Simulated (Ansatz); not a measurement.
## Cd3Mo: relaxing a made-up structure

This structure for Cd3Mo is made up. Its elements were placed in a known structure type with a cell scaled to their sizes. What cell does the guess relax to, and how far off was it?

Main program and level: Ansatz 0.2.0; DFT, PBE, plane-wave PAW, files of the set soft_1, scalar-relativistic, no spin, cell and ions relaxed at zero pressure; PAW set soft_1, in the first sound run; inputs show where later runs differ.

## (1) Set-up

The structure is tetragonal, space group I4/mmm (No. 139). Conventional cell: a = 4.206 Å, b = 4.206 Å, c = 8.926 Å, α = 90.00°, β = 90.00°, γ = 90.00°. Cd has 4 Mo at 2.97 Å and 8 Cd at 3.07 Å nearest. Nearest to Cd lie 8 Cd at 2.97 to 3.07 Å and 4 Mo at 3.07 Å. Nearest to Mo lie 12 Cd at 2.97 to 3.07 Å. Farther neighbours are not listed.

## (2) Relaxing cell and atoms

The guess takes its coordinates from another compound and its volume from a rule, so the cell and any free coordinates are relaxed together.

Contents of input.yaml:

```yaml
crystal:
  lattice:
    - [-2.103, 2.103, 4.463]
    - [2.103, -2.103, 4.463]
    - [2.103, 2.103, -4.463]
  atoms:
    - { symbol: Cd, position: [0.5, 0.5, 0.0] }
    - { symbol: Cd, position: [0.25, 0.75, 0.5] }
    - { symbol: Cd, position: [0.75, 0.25, 0.5] }
    - { symbol: Mo, position: [0.0, 0.0, 0.0] }
kpoints:
  mp_grid: { grid: [9, 9, 9] }
scf:
  occupations: { method: fermi_dirac, width: 0.05 }
hamiltonian:
  xc: pbe
  pseudopotentials: { kind: paw, azcp: { folder: soft_1 } }
relax:
  f_tol: 0.015
  max_steps: 70
  cell: {}
output:
  forces: true
  stress: true
```

Command:

```
$ ansatz run input.yaml --threads 4 --pin off --max-ram 8192MiB --backend cpu --events-out ev --progress --plain --runs-dir out
```

Numbers of over 12 decimals in the logs are rounded to 6 here.

Output:

```text
Engine: ansatz 0.2.0, aarch64-unknown-linux-gnu
Pseudopotentials: kind: paw
Pseudopotential: Cd, paw, valence charge 20, recommended cutoff 420 eV (normal), soft_1/Cd.paw.azcp
Pseudopotential: Mo, paw, valence charge 14, recommended cutoff 420 eV (normal), soft_1/Mo.paw.azcp
Functional definition: PBE
  parameter kappa = 0.804
  parameter beta = 0.066725
  exchange = pbe_x(kappa = kappa, mu = beta*pi^2/3)
  correlation = pbe_c(beta = beta)
Crystal: 4 atoms, lattice volume = 78.952 Å³
Basis set: ecut = 420 eV, 1523 PW (Γ), exchange–correlation on 72×72×72 points (8 copies of the dense FFT grid, shifted against one another)
Bands: 45, of which v1, the nominal top of the filled ones, is band 37 counted from 1 (36 counted from 0)
Symmetry: 16 space group operations
Space group: I4/mmm (ITA 139), of the structure as read, at distance tolerance 4.3e-5 Å
k-points: 75 of 729
Non-local potential: Cd, projectors of the file, l = 0: 3, l = 1: 2, l = 2: 2, l = 3: 1
Non-local potential: Mo, projectors of the file, l = 0: 3, l = 1: 2, l = 2: 2, l = 3: 1
PAW form: soft (Blöchl's): semilocal exchange-correlation on the pseudo side does not see the compensation charge
PAW one-centre angular grid: Cd, 590 points (default); XC on 64 Gauss nodes
PAW one-centre angular grid: Mo, 590 points (default); XC on 64 Gauss nodes
Initial density: superposition of atomic densities (chi_scale 0.1, normalization cell, long waves kept (reshape's long-wave potential 0.00 eV rms))
Initial wavefunctions: pseudopotential atomic-orbital guess
Functional: x = pbe(κ = 0.804, μ = 0.219515), c = pbe(β = 0.066725)
SCF iter   1: F=—  HF=-29719.487988 eV  |F-HF|=—  |Δ(HF+E_count)|=         —  Δρ=8.70e-2  dr2=1.20e1  ethr=3.10e-3  ⟨swp⟩=5.6  Hψ=11158  notcnv=0  defer=7
preconditioner: auto → Kerker (q_TF=auto, 2.699 Å⁻¹)  [metal: Δε(μ)=0.026 eV  Ē_g=11.208 eV  σ=0.050 eV  W_gap=0.13  n_scr=30 (ndim 8)  ℏωp=27.1 eV  f_vac=0.000  D(μ)=3.93/eV (n_scr^D=36)]
SCF iter   2: F=—  HF=-29718.090058 eV  |F-HF|=—  |Δ(HF+E_count)|=    1.40e0  Δρ=4.92e-2  dr2=3.69e0  ethr=3.10e-3  ⟨swp⟩=2.0  Hψ=4615  notcnv=0  defer=114
SCF iter   3: F=—  HF=-29717.583222 eV  |F-HF|=—  |Δ(HF+E_count)|=   5.07e-1  Δρ=9.11e-3  dr2=8.56e-2  ethr=3.10e-3  ⟨swp⟩=2.1  Hψ=5565  notcnv=0  defer=114
SCF iter   4: F=—  HF=-29717.582725 eV  |F-HF|=—  |Δ(HF+E_count)|=   4.97e-4  Δρ=4.91e-3  dr2=3.09e-2  ethr=1.16e-4  ⟨swp⟩=2.0  Hψ=6334  notcnv=0  defer=117
SCF iter   5: F=—  HF=-29717.578081 eV  |F-HF|=—  |Δ(HF+E_count)|=   4.64e-3  Δρ=1.77e-3  dr2=3.91e-3  ethr=4.17e-5  ⟨swp⟩=2.0  Hψ=3698  notcnv=0  defer=117
SCF iter   6: F=—  HF=-29717.577482 eV  |F-HF|=—  |Δ(HF+E_count)|=   5.99e-4  Δρ=4.31e-4  dr2=3.17e-4  ethr=5.28e-6  ⟨swp⟩=2.1  Hψ=4356  notcnv=0  defer=117
SCF iter   7: F=—  HF=-29717.577444 eV  |F-HF|=—  |Δ(HF+E_count)|=   3.84e-5  Δρ=1.22e-4  dr2=3.07e-5  ethr=4.28e-7  ⟨swp⟩=1.6  Hψ=3331  notcnv=0  defer=117
SCF iter   8: F=—  HF=-29717.577430 eV  |F-HF|=—  |Δ(HF+E_count)|=   1.39e-5  Δρ=2.34e-5  dr2=7.04e-7  ethr=4.15e-8  ⟨swp⟩=2.0  Hψ=3616  notcnv=0  defer=117
SCF iter   9: F=-29717.577430 eV  HF=-29717.577430 eV  |F-HF|=5.75e-8  |Δ(HF+E_count)|=   1.58e-7  Δρ=8.54e-6  dr2=8.33e-8  ethr=1.35e-10  ⟨swp⟩=4.0  Hψ=10804  notcnv=0
SCF 1 converged in 9 iterations: F = -29717.577430 eV  dr2 = 8.33e-8
  greatest PAW one-centre occupation: 1.000 electrons in one spin orbital (limit 2), on the Cd atom at site 0 (counted from 0), in its partial waves of l = 0
relax step   1: F+E_penalty+E_count = -29717.57742976 eV  Δ(F+E_penalty+E_count) = +0.000e0 eV  max|allowed force component| = 1.735e-17 eV/Å  Δτ_max = 0.0000 Å  P = -0.930 GPa  Ω = 78.952 Å³  (9 SCF iters, dr2 threshold 1.00e-7 eV, accepted)
Crystal: 4 atoms, lattice volume = 77.279 Å³
Basis set: ecut = 420 eV, 1515 PW (Γ), exchange–correlation on 72×72×72 points (8 copies of the dense FFT grid, shifted against one another)
Initial density: handed on by an earlier stage of this run
Initial wavefunctions: those handed on with the density
iter 1 solved again at ethr=2.18e-6 eV; its pass at ethr=3.10e-3 eV (dr2=1.62e-3 eV) is discarded
SCF iter   1: F=—  HF=-29717.578019 eV  |F-HF|=—  |Δ(HF+E_count)|=         —  Δρ=1.41e-3  dr2=1.45e-3  ethr=2.18e-6  ⟨swp⟩=2.0  Hψ=14693  notcnv=0
preconditioner: auto → Kerker (q_TF=auto, 2.709 Å⁻¹)  [metal: Δε(μ)=0.004 eV  Ē_g=10.935 eV  σ=0.050 eV  W_gap=0.02  n_scr=30 (ndim 8)  ℏωp=27.4 eV  f_vac=0.000  D(μ)=3.69/eV (n_scr^D=32)]
SCF iter   2: F=—  HF=-29717.577695 eV  |F-HF|=—  |Δ(HF+E_count)|=   3.24e-4  Δρ=7.09e-4  dr2=4.19e-4  ethr=1.96e-6  ⟨swp⟩=2.3  Hψ=4573  notcnv=0
SCF iter   3: F=—  HF=-29717.577573 eV  |F-HF|=—  |Δ(HF+E_count)|=   1.23e-4  Δρ=2.07e-4  dr2=4.36e-5  ethr=5.66e-7  ⟨swp⟩=2.5  Hψ=5135  notcnv=0
SCF iter   4: F=—  HF=-29717.577572 eV  |F-HF|=—  |Δ(HF+E_count)|=   1.07e-6  Δρ=6.72e-5  dr2=4.38e-6  ethr=5.89e-8  ⟨swp⟩=2.0  Hψ=4866  notcnv=0
iter 5 did not close the SCF: its close was put off for the readings that it lacked (scf_convergence_deferred on its scf_iter line)
SCF iter   5: F=-29717.577571 eV  HF=-29717.577571 eV  |F-HF|=1.51e-7  |Δ(HF+E_count)|=   8.77e-7  Δρ=1.34e-5  dr2=2.65e-7  ethr=5.91e-9  ⟨swp⟩=2.5  Hψ=4893  notcnv=0
SCF iter   6: F=-29717.577571 eV  HF=-29717.577571 eV  |F-HF|=2.61e-8  |Δ(HF+E_count)|=   4.88e-8  Δρ=5.31e-6  dr2=4.06e-8  ethr=3.58e-10  ⟨swp⟩=2.2  Hψ=10559  notcnv=0
SCF 2 converged in 6 iterations: F = -29717.577571 eV  dr2 = 4.06e-8
relax step   2: F+E_penalty+E_count = -29717.57757072 eV  Δ(F+E_penalty+E_count) = -1.410e-4 eV  max|allowed force component| = 2.082e-17 eV/Å  Δτ_max = 0.0000 Å  P = +1.102 GPa  Ω = 77.279 Å³  energy of the carried Pulay correction = +3.783e-4 eV  (6 SCF iters, dr2 threshold 4.00e-7 eV, rejected (line search))
Crystal: 4 atoms, lattice volume = 78.238 Å³
iter 1 solved again at ethr=6.01e-7 eV; its pass at ethr=3.10e-3 eV (dr2=4.45e-4 eV) is discarded
SCF iter   1: F=—  HF=-29717.580417 eV  |F-HF|=—  |Δ(HF+E_count)|=         —  Δρ=7.65e-4  dr2=4.56e-4  ethr=6.01e-7  ⟨swp⟩=2.0  Hψ=14612  notcnv=0
preconditioner: auto → Kerker (q_TF=auto, 2.703 Å⁻¹)  [metal: Δε(μ)=0.008 eV  Ē_g=10.880 eV  σ=0.050 eV  W_gap=0.04  n_scr=30 (ndim 8)  ℏωp=27.2 eV  f_vac=0.000  D(μ)=3.77/eV (n_scr^D=32)]
SCF iter   2: F=—  HF=-29717.580314 eV  |F-HF|=—  |Δ(HF+E_count)|=   1.03e-4  Δρ=3.73e-4  dr2=1.24e-4  ethr=6.01e-7  ⟨swp⟩=2.7  Hψ=4571  notcnv=0
SCF iter   3: F=—  HF=-29717.580275 eV  |F-HF|=—  |Δ(HF+E_count)|=   3.95e-5  Δρ=1.16e-4  dr2=1.32e-5  ethr=1.67e-7  ⟨swp⟩=2.6  Hψ=5017  notcnv=0
SCF iter   4: F=—  HF=-29717.580267 eV  |F-HF|=—  |Δ(HF+E_count)|=   7.57e-6  Δρ=3.66e-5  dr2=1.11e-6  ethr=1.78e-8  ⟨swp⟩=2.0  Hψ=4904  notcnv=0
SCF iter   5: F=—  HF=-29717.580265 eV  |F-HF|=—  |Δ(HF+E_count)|=   1.68e-6  Δρ=6.75e-6  dr2=6.08e-8  ethr=1.50e-9  ⟨swp⟩=2.9  Hψ=5943  notcnv=0
SCF iter   6: F=—  HF=-29717.580265 eV  |F-HF|=—  |Δ(HF+E_count)|=   8.25e-9  Δρ=2.84e-6  dr2=1.21e-8  ethr=8.22e-11  ⟨swp⟩=2.6  Hψ=5028  notcnv=0
SCF iter   7: F=—  HF=-29717.580265 eV  |F-HF|=—  |Δ(HF+E_count)|=   2.48e-9  Δρ=1.04e-6  dr2=8.94e-10  ethr=1.63e-11  ⟨swp⟩=2.3  Hψ=4761  notcnv=0
SCF iter   8: F=—  HF=-29717.580265 eV  |F-HF|=—  |Δ(HF+E_count)|=  2.66e-10  Δρ=3.42e-7  dr2=9.23e-11  ethr=1.21e-12  ⟨swp⟩=2.0  Hψ=5935  notcnv=0
SCF iter   9: F=-29717.580265 eV  HF=-29717.580265 eV  |F-HF|=7.28e-12  |Δ(HF+E_count)|=  1.46e-11  Δρ=1.08e-7  dr2=7.52e-12  ethr=1.00e-12  ⟨swp⟩=4.0  Hψ=9730  notcnv=0
SCF 3 converged in 9 iterations: F = -29717.580265 eV  dr2 = 7.52e-12
relax step   3: F+E_penalty+E_count = -29717.58026536 eV  Δ(F+E_penalty+E_count) = -2.836e-3 eV  max|allowed force component| = 2.082e-17 eV/Å  Δτ_max = 0.0000 Å  P = -0.088 GPa  Ω = 78.238 Å³  energy of the carried Pulay correction = +1.608e-4 eV  (9 SCF iters, accepted)
Crystal: 4 atoms, lattice volume = 78.136 Å³
iter 1 solved again at ethr=7.52e-8 eV; its pass at ethr=3.10e-3 eV (dr2=5.57e-5 eV) is discarded
SCF iter   1: F=—  HF=-29717.580468 eV  |F-HF|=—  |Δ(HF+E_count)|=         —  Δρ=2.30e-4  dr2=3.20e-5  ethr=7.52e-8  ⟨swp⟩=2.1  Hψ=14152  notcnv=0
preconditioner: auto → Kerker (q_TF=auto, 2.704 Å⁻¹)  [metal: Δε(μ)=0.007 eV  Ē_g=10.877 eV  σ=0.050 eV  W_gap=0.03  n_scr=30 (ndim 8)  ℏωp=27.2 eV  f_vac=0.000  D(μ)=3.76/eV (n_scr^D=32)]
SCF iter   2: F=—  HF=-29717.580459 eV  |F-HF|=—  |Δ(HF+E_count)|=   8.15e-6  Δρ=1.32e-4  dr2=1.21e-5  ethr=4.32e-8  ⟨swp⟩=1.0  Hψ=3376  notcnv=0
SCF iter   3: F=—  HF=-29717.580458 eV  |F-HF|=—  |Δ(HF+E_count)|=   1.89e-6  Δρ=2.33e-5  dr2=8.05e-7  ethr=1.64e-8  ⟨swp⟩=1.9  Hψ=3569  notcnv=0
SCF iter   4: F=—  HF=-29717.580457 eV  |F-HF|=—  |Δ(HF+E_count)|=   1.96e-7  Δρ=1.08e-5  dr2=1.83e-7  ethr=1.09e-9  ⟨swp⟩=2.1  Hψ=4899  notcnv=0
iter 5 did not close the SCF: its close was put off for the readings that it lacked (scf_convergence_deferred on its scf_iter line)
SCF iter   5: F=-29717.580457 eV  HF=-29717.580457 eV  |F-HF|=8.46e-9  |Δ(HF+E_count)|=   5.75e-8  Δρ=3.07e-6  dr2=1.32e-8  ethr=2.47e-10  ⟨swp⟩=2.5  Hψ=5739  notcnv=0
SCF iter   6: F=-29717.580457 eV  HF=-29717.580457 eV  |F-HF|=1.82e-10  |Δ(HF+E_count)|=   1.42e-9  Δρ=7.95e-7  dr2=5.21e-10  ethr=1.79e-11  ⟨swp⟩=2.0  Hψ=8816  notcnv=0
SCF 4 converged in 6 iterations: F = -29717.580457 eV  dr2 = 5.21e-10
relax step   4: F+E_penalty+E_count = -29717.58045731 eV  Δ(F+E_penalty+E_count) = -1.920e-4 eV  max|allowed force component| = 1.301e-17 eV/Å  Δτ_max = 0.0000 Å  P = +0.043 GPa  Ω = 78.136 Å³  energy of the carried Pulay correction = +1.848e-4 eV  (6 SCF iters, dr2 threshold 6.92e-8 eV, accepted)
Crystal: 4 atoms, lattice volume = 78.179 Å³
iter 1 solved again at ethr=1.22e-7 eV; its pass at ethr=3.10e-3 eV (dr2=9.04e-5 eV) is discarded
SCF iter   1: F=—  HF=-29717.580571 eV  |F-HF|=—  |Δ(HF+E_count)|=         —  Δρ=2.73e-4  dr2=4.83e-5  ethr=1.22e-7  ⟨swp⟩=2.0  Hψ=14158  notcnv=0
preconditioner: auto → Kerker (q_TF=auto, 2.703 Å⁻¹)  [metal: Δε(μ)=0.003 eV  Ē_g=10.872 eV  σ=0.050 eV  W_gap=0.02  n_scr=30 (ndim 8)  ℏωp=27.2 eV  f_vac=0.000  D(μ)=3.76/eV (n_scr^D=32)]
SCF iter   2: F=—  HF=-29717.580567 eV  |F-HF|=—  |Δ(HF+E_count)|=   3.55e-6  Δρ=1.58e-4  dr2=1.76e-5  ethr=6.53e-8  ⟨swp⟩=1.0  Hψ=3376  notcnv=0
SCF iter   3: F=—  HF=-29717.580554 eV  |F-HF|=—  |Δ(HF+E_count)|=   1.31e-5  Δρ=2.51e-5  dr2=1.05e-6  ethr=2.38e-8  ⟨swp⟩=1.9  Hψ=3537  notcnv=0
SCF iter   4: F=—  HF=-29717.580554 eV  |F-HF|=—  |Δ(HF+E_count)|=   2.42e-7  Δρ=1.31e-5  dr2=2.31e-7  ethr=1.42e-9  ⟨swp⟩=2.0  Hψ=4893  notcnv=0
iter 5 did not close the SCF: its close was put off for the readings that it lacked (scf_convergence_deferred on its scf_iter line)
SCF iter   5: F=-29717.580554 eV  HF=-29717.580554 eV  |F-HF|=8.97e-9  |Δ(HF+E_count)|=   7.43e-8  Δρ=3.28e-6  dr2=1.50e-8  ethr=3.12e-10  ⟨swp⟩=2.0  Hψ=5471  notcnv=0
SCF iter   6: F=-29717.580554 eV  HF=-29717.580554 eV  |F-HF|=1.67e-10  |Δ(HF+E_count)|=   2.11e-9  Δρ=8.75e-7  dr2=5.18e-10  ethr=2.02e-11  ⟨swp⟩=2.0  Hψ=9966  notcnv=0
SCF 5 converged in 6 iterations: F = -29717.580554 eV  dr2 = 5.18e-10
relax step   5: F+E_penalty+E_count = -29717.58055375 eV  Δ(F+E_penalty+E_count) = -9.645e-5 eV  max|allowed force component| = 1.561e-17 eV/Å  Δτ_max = 0.0000 Å  P = +0.007 GPa  Ω = 78.179 Å³  energy of the carried Pulay correction = +1.769e-4 eV  (6 SCF iters, dr2 threshold 4.81e-8 eV, accepted)
Initial wavefunctions: pseudopotential atomic-orbital guess (no wavefunctions were taken with the density)
iter 1 solved again at ethr=2.86e-8 eV; its pass at ethr=3.10e-3 eV (dr2=2.12e-5 eV) is discarded
SCF iter   1: F=—  HF=-29717.580374 eV  |F-HF|=—  |Δ(HF+E_count)|=         —  Δρ=2.12e-5  dr2=6.14e-8  ethr=2.86e-8  ⟨swp⟩=3.0  Hψ=20116  notcnv=0
preconditioner: auto → Kerker (q_TF=auto, 2.703 Å⁻¹)  [metal: Δε(μ)=0.004 eV  Ē_g=10.871 eV  σ=0.050 eV  W_gap=0.02  n_scr=30 (ndim 8)  ℏωp=27.2 eV  f_vac=0.000  D(μ)=3.76/eV (n_scr^D=32)]
SCF iter   2: F=—  HF=-29717.580373 eV  |F-HF|=—  |Δ(HF+E_count)|=   6.70e-7  Δρ=1.06e-5  dr2=1.73e-8  ethr=8.30e-11  ⟨swp⟩=2.0  Hψ=5966  notcnv=0
SCF iter   3: F=—  HF=-29717.580373 eV  |F-HF|=—  |Δ(HF+E_count)|=   2.02e-8  Δρ=2.99e-6  dr2=2.37e-9  ethr=2.34e-11  ⟨swp⟩=2.5  Hψ=5542  notcnv=0
SCF iter   4: F=—  HF=-29717.580373 eV  |F-HF|=—  |Δ(HF+E_count)|=   1.31e-9  Δρ=2.02e-7  dr2=4.19e-11  ethr=3.21e-12  ⟨swp⟩=2.0  Hψ=4839  notcnv=0
iter 5 did not close the SCF: its close was put off for the readings that it lacked (scf_convergence_deferred on its scf_iter line)
SCF iter   5: F=-29717.580373 eV  HF=-29717.580373 eV  |F-HF|=3.64e-12  |Δ(HF+E_count)|=  1.09e-11  Δρ=4.54e-8  dr2=3.25e-12  ethr=1.00e-12  ⟨swp⟩=1.0  Hψ=3375  notcnv=0
iter 6 did not close the SCF: its close was put off for the readings that it lacked (scf_convergence_deferred on its scf_iter line)
SCF iter   6: F=-29717.580373 eV  HF=-29717.580373 eV  |F-HF|=3.64e-12  |Δ(HF+E_count)|=    0.00e0  Δρ=1.74e-8  dr2=4.11e-13  ethr=1.00e-12  ⟨swp⟩=1.0  Hψ=3375  notcnv=0
iter 7 did not close the SCF: its close was put off for the readings that it lacked (scf_convergence_deferred on its scf_iter line)
SCF iter   7: F=-29717.580373 eV  HF=-29717.580373 eV  |F-HF|=7.28e-12  |Δ(HF+E_count)|=    0.00e0  Δρ=4.76e-9  dr2=3.06e-14  ethr=1.00e-12  ⟨swp⟩=1.0  Hψ=3375  notcnv=0
iter 8 did not close the SCF: its close was put off for the readings that it lacked (scf_convergence_deferred on its scf_iter line)
SCF iter   8: F=-29717.580373 eV  HF=-29717.580373 eV  |F-HF|=7.28e-12  |Δ(HF+E_count)|=  7.28e-12  Δρ=1.48e-9  dr2=1.88e-15  ethr=1.00e-12  ⟨swp⟩=1.0  Hψ=3375  notcnv=0
SCF iter   9: F=-29717.580373 eV  HF=-29717.580373 eV  |F-HF|=0.00e0  |Δ(HF+E_count)|=  1.09e-11  Δρ=7.02e-10  dr2=2.57e-16  ethr=1.00e-12  ⟨swp⟩=1.0  Hψ=7050  notcnv=0
SCF 6 converged in 9 iterations: F = -29717.580373 eV  dr2 = 2.57e-16
relax step   6: F+E_penalty+E_count = -29717.58037328 eV  Δ(F+E_penalty+E_count) = +1.805e-4 eV  max|allowed force component| = 2.602e-18 eV/Å  Δτ_max = 0.0000 Å  P = +0.007 GPa  Ω = 78.179 Å³  stress off target by 2.82e-2 GPa  SCF on the basis re-selected at this cell (its energy is not comparable with the rows above)  (9 SCF iters)
basis re-selected at this cell: Δ(F+E_penalty+E_count) = +1.805e-4 eV, ΔP = +0.000 GPa vs the last step (what re-selecting the basis moved, of the pressure what is left beyond the Pulay correction that the steps carried, after the strain that the cell walked since its last selection, with what the two solves' SCF thresholds leave and, on support functions, any second-order correction that the steps lacked; it is no m [...]
SCF converged after 9 iterations
Free energy (F): -29717.580373 eV
Harris-Foulkes:  -29717.580373 eV  (|F-HF|=0.00e0)
Internal energy: -29717.549356 eV  (E = F + TS)
E sigma→0 (E₀):  -29717.564865 eV
Entropy (-TS):   -0.031017 eV (-7.754 meV/atom)
Fermi energy:    16.018182 eV
--- Per-component energies (eV) ---
  E_band       = -1189.897058
  E_kinetic    = 1741.510662
  E_local      = -9479.859680  (includes V_loc(G=0)·N_el)
  E_nonlocal   = 505.669760
  E_hartree    = 4336.273845
  E_xc         = -646.921193
  E_vxc        = -809.476567  (∫ρ·V_xc dr)
  E_paw        = -15503.232102  (= ΣΔE_a)
  E_vpaw       = -1820.290000  (= ΣTr[D̂ρ^β])
  E_aug_tail   = 0.001079  (compensation charges beyond the density's cutoff)
  E_ewald      = -10670.991726
  E_smearing   = -0.031017  (= −TS)
  E_closure    = -0.000000  (closes the sum)
  Σ components = -29717.580373   (vs F -29717.580373, Δ=0.00e0)
--- Forces (eV/Å), atoms counted from 1 ---
  atom   1  Cd     0.00000000     0.00000000    -0.00000000
  atom   2  Cd     0.00000000     0.00000000     0.00000000
  atom   3  Cd    -0.00000000     0.00000000     0.00000000
  atom   4  Mo     0.00000000     0.00000000     0.00000000
  max |Σ_I F_I| component: 3.47e-18 eV/Å
--- Stress (GPa, compression-positive) ---
       -0.003491       0.000000       0.000000
        0.000000      -0.003491       0.000000
        0.000000       0.000000       0.028207
  P = ⅓ Tr σ = 0.0071 GPa (0.071 kbar)
--- Relaxed structure (5 steps of the walk, 4 accepted, 1 SCFs on fresh bases) ---
  F+E_penalty+E_count = -29717.58037328 eV   max|allowed force component| = 2.602e-18 eV/Å   (the final SCF, on the basis selected at the relaxed cell)
  cell:  # Å, volume = 78.1791 Å³
    - [-2.089413, 2.089413, 4.476947]
    - [2.089413, -2.089413, 4.476947]
    - [2.089413, 2.089413, -4.476947]
  atoms:
    - { symbol: Cd, position: [0.500000, 0.500000, 0] }
    - { symbol: Cd, position: [0.250000, 0.750000, 0.500000] }
    - { symbol: Cd, position: [0.750000, 0.250000, 0.500000] }
    - { symbol: Mo, position: [0, 0, 0] }
```

It took 21 s on 4 threads of Arm Neoverse V1, shared host; peak memory 0.53 GiB; 83 s of CPU time.

The steps of the relaxation:

```tsv
step	energy less that of the first step (eV)	largest force component (eV/Å)	pressure (GPa)	volume (Å³)
1	0.0000	0.0000	-0.93	78.95
2	-0.0001	0.0000	1.10	77.28
3	-0.0028	0.0000	-0.09	78.24
4	-0.0030	0.0000	0.04	78.14
5	-0.0031	0.0000	0.01	78.18
6*	-0.0029	0.0000	0.01	78.18
```

Relaxation steps marked * repeat the geometry before them on a plane-wave basis chosen anew for their cell, so energy and pressure can jump there. Relaxation step 2 was tried and not accepted.

The run keeps the 16 symmetry operations that it works with, so distortions that break them were not tested.

```tsv
conventional cell, symmetrised	before	after	change
a (Å)	4.206	4.179	-0.6 %
b (Å)	4.206	4.179	-0.6 %
c (Å)	8.926	8.954	+0.3 %
volume (Å³/atom)	19.74	19.54	-1.0 %
```

The relaxed structure:

```xyz
4
Lattice="-2.0894 2.0894 4.4769 2.0894 -2.0894 4.4769 2.0894 2.0894 -4.4769" Properties=species:S:1:pos:R:3 pbc="T T T"
Cd    0.0000    0.0000    4.4769
Cd    2.0894    0.0000    2.2385
Cd    0.0000    2.0894    2.2385
Mo    0.0000    0.0000    0.0000
```

This step gave:

```yaml
free_energy: -29717.5804 eV
energy_at_zero_smearing: -29717.5649 eV
smearing_term_ts: 0.03102 eV
fermi_energy: 16.02 eV
electrons: 74
symmetry_operations: 16
pressure: 0.007075 GPa
```

Shortest distances by pair of elements, guess and relaxed (not always the same contact):

```tsv
pair	guess (Å)	relaxed (Å)
Cd–Cd	2.974	2.955
Cd–Mo	2.974	2.955
Mo–Mo	4.206	4.179
```

The relaxation ends with a pressure of 0.01 GPa.

(Continued in part 2 of 2.)

[Logs are printed without paths, hosts, clocks, repeated set-up lines and the standing remarks that a program may print on its own settings, such as how far it seeks lower states.]

[Hosts, paths, dates, database ids (printed as entryN), source tags and the programs' standing remarks are cut or masked in the printed files.]
